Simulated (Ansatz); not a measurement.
# The perfect Rh wire along [110], 7 atoms a period, part 2 of 2

Wanted: the relaxed geometry and the bands of the Rh wire along [110], 7 atoms a period.

Ansatz 0.2.0; DFT PBE, plane waves, PAW; relaxation of a wire's period; PAW set soft_1 (the session's first sound run).

So far: Set-up; Relaxation of atoms and period.

### 2. Relaxation of atoms and period (continued)

Relaxation path:

```
step  energy less that of the first step (eV)  largest force component (eV/Å)  pressure (GPa)  volume (Å³)
   1                                   0.0000                          1.2545           -4.34       351.68
   2                                  -0.1896                          1.2965            4.33       334.50
   3                                  -0.5010                          0.2564           -0.69       340.32
   4                                  -0.5198                          0.0281            0.00       337.72
   5                                  -0.5213                          0.0239            0.06       337.06
  6*                                  -0.5181                          0.0244            0.07       337.06
```

Relaxation steps marked * repeat the geometry before them on a plane-wave basis chosen anew for their cell, so energy and pressure can jump there.

Forces are held to the 8 operations that the run works with; a distortion that breaks them can't arise in this run.

```
cell as run  before  after  change
      c (Å)   2.708  2.596  -4.2 %
```

The atoms that moved most (Å, along periodic axes as changes of fractional coordinates times the final cell, across vacuum about the mean position):

```
atom      dx      dy     dz  length
 Rh1   0.000   0.143  0.000   0.143
 Rh7   0.000  -0.143  0.000   0.143
 Rh3  -0.001   0.048  0.000   0.048
 Rh5   0.001   0.048  0.000   0.048
 Rh4  -0.001  -0.048  0.000   0.048
 Rh6   0.001  -0.048  0.000   0.048
```

Final coordinates:

```cif
data_structure
_symmetry_space_group_name_H-M 'P 1'
_symmetry_Int_Tables_number 1
_cell_length_a 10.6300
_cell_length_b 12.2160
_cell_length_c 2.5956
_cell_angle_alpha 90.000
_cell_angle_beta 90.000
_cell_angle_gamma 90.000
_cell_volume 337.06
loop_
_atom_site_label
_atom_site_type_symbol
_atom_site_fract_x
_atom_site_fract_y
_atom_site_fract_z
_atom_site_occupancy
Rh1 Rh 0.50000 0.29001 0.00000 1
Rh2 Rh 0.50000 0.50002 0.00000 1
Rh3 Rh 0.31980 0.39307 0.50000 1
Rh4 Rh 0.31980 0.60697 0.50000 1
Rh5 Rh 0.68020 0.39307 0.50000 1
Rh6 Rh 0.68020 0.60697 0.50000 1
Rh7 Rh 0.50000 0.71003 0.00000 1
```

This step gave:

```yaml
energy_at_zero_smearing: -44811.4998 eV
cell_length_along_the_wire: 2.596 Å
```

The cell's length comes to 2.596 Å with spin left out.

### 3. The perfect wire

This step: DFT PBE, plane waves, PAW; bands of a perfect wire; PAW set soft_1 (Ansatz 0.2.0).

At the relaxed period the bands are computed along the axis; those that cross an energy going forward count the channels that a perfect wire would open there.

File input.yaml:

```yaml
crystal:
  lattice:
    - [10.63, 0.0, 0.0]
    - [0.0, 12.216, 0.0]
    - [0.0, 0.0, 2.5956294317]
  atoms:
    - { symbol: Rh, position: [0.5, 0.290010411, 0.0] }
    - { symbol: Rh, position: [0.5, 0.500017925, 0.0] }
    - { symbol: Rh, position: [0.319801492, 0.393068033, 0.5] }
    - { symbol: Rh, position: [0.319801492, 0.606967817, 0.5] }
    - { symbol: Rh, position: [0.680198508, 0.393068033, 0.5] }
    - { symbol: Rh, position: [0.680198508, 0.606967817, 0.5] }
    - { symbol: Rh, position: [0.5, 0.710025439, 0.0] }
kpoints:
  mp_grid: { grid: [1, 1, 31] }
  band_path: { path: ["Γ", Z], npoints: 90 }
scf:
  occupations: { method: fermi_dirac, width: 0.05 }
hamiltonian:
  xc: pbe
  pseudopotentials: { kind: paw, azcp: { folder: soft_1 } }
output:
  dos: { e_range: [-5, 4] }
  write_potential: true
  write_density: true
  volumetric_format: npy
```

The run is started by

```
> ansatz run input.yaml --threads 4 --pin off --max-ram 16384MiB --backend cpu --events-out ev --progress --plain --runs-dir out
```

Numbers of over 12 decimals in the logs are rounded to 6 here.

Log:

```text
[...]
Crystal: 7 atoms, lattice volume = 337.058 Å³
Basis set: ecut = 420 eV, 6615 PW (Γ)
Bands: 72, of which v1, the nominal top of the filled ones, is band 60 counted from 1 (59 counted from 0)
Symmetry: 8 space group operations
[...]
k-points: 16 of 31
[...]
SCF iter   1: F=—  HF=-44814.516940 eV  |F-HF|=—  |Δ(HF+E_count)|=         —  Δρ=4.46e-2  dr2=1.11e1  ethr=3.10e-3  ⟨swp⟩=8.0  Hψ=4756  notcnv=0  defer=2
[...]
SCF iter  13: F=-44811.593096 eV  HF=-44811.593096 eV  |F-HF|=2.22e-8  |Δ(HF+E_count)|=   4.99e-9  Δρ=1.85e-6  dr2=2.57e-8  ethr=8.40e-11  ⟨swp⟩=3.0  Hψ=2329  notcnv=0
SCF 1 converged in 13 iterations: F = -44811.593096 eV  dr2 = 2.57e-8
[...]
NSCF: frozen V_eff on 91 k-points
WARN: The output density's exchange-correlation potential varies sharply where the density is thin. Do not read a vacuum level from v_tot or v_xc, or from such a field of the output density. On a cell that repeats whose density bears no net charge and no dipole along the vacuum's axis use v_es (v_loc + v_h of the components); under efield.dipole_correction with no amplitude use v_es + v_field, which holds any externa [...]
SCF converged after 13 iterations
Free energy (F): -44811.593096 eV
[...]
Internal energy: -44811.403093 eV  (E = F + TS)
E sigma→0 (E₀):  -44811.498095 eV
Entropy (-TS):   -0.190003 eV (-27.143 meV/atom)
Fermi energy:    3.084707 eV
[...]
--- Band table (eV; the first three rows and the last of 16) ---
  k-point 0: bands = [... 56 lower, 2.4544, 2.8041, 2.9078, 3.0472, 3.4628, 3.5112, 3.5674, 3.5713, ... 8 higher]
  k-point 1: bands = [... 56 lower, 2.4559, 2.8195, 2.9280, 2.9701, 3.3461, 3.4603, 3.5049, 3.5679, ... 8 higher]
  k-point 2: bands = [... 56 lower, 2.6265, 2.8014, 2.8609, 2.9881, 3.1508, 3.2087, 3.3449, 3.5014, ... 8 higher]
  k-point 15: bands = [... 56 lower, 3.0880, 3.0946, 3.4853, 3.5975, 3.6913, 4.0517, 4.3033, 6.0446, ... 8 higher]
```

Elapsed: 29 s, on 4 threads of Arm Neoverse V1, shared host; peak memory 1.4 GiB.

In the SCF lines HF is the Harris–Foulkes energy and dr2 the Hartree energy of the density residual, in eV; the loop may stop once dr2 is under the threshold and the program's other checks hold. Hψ counts applications of the Hamiltonian.

This step gave:

| Property | Result |
| --- | --- |
| energy at zero smearing | -44811.4981 eV |
| band gap | 0 eV |

Electronic bands along the path, in eV, zero at the Fermi level:

```
  point  band 57  band 58  band 59  band 60  band 61  band 62  band 63  band 64
      Γ    -0.63    -0.28    -0.18    -0.04     0.38     0.43     0.48     0.49
halfway    -0.82    -0.57    -0.33    -0.06    -0.04     0.13     0.19     0.37
      Z     0.00     0.01     0.41     0.52     0.61     0.98     1.23     3.00
```

Between Γ and Z the bands cross the Fermi level 16 times, so a perfect wire would conduct at least 16 G₀, with spin left out.

### 4. Summary of results

```json
{
 "cell length, PBE": "2.596 Å",
 "ballistic conductance by band crossings, a lower bound, PBE": "16 G₀"
}
```

What this shows: Under PBE the cell's length is 2.60 Å, and the bands cross the Fermi level 16 times between Γ and Z, which gives a perfect wire at least 16 G₀ (opposite crossings within one step of the path cancel in such a count). No spin was allowed, though thin wires with open d shells can turn magnetic.

[Logs are printed without paths, hosts, clocks, repeated set-up lines and the standing remarks that a program may print on its own settings, such as how far it seeks lower states.]

[Hosts, paths, dates, database ids (printed as entryN), source tags and the programs' standing remarks are cut or masked in the printed files.]
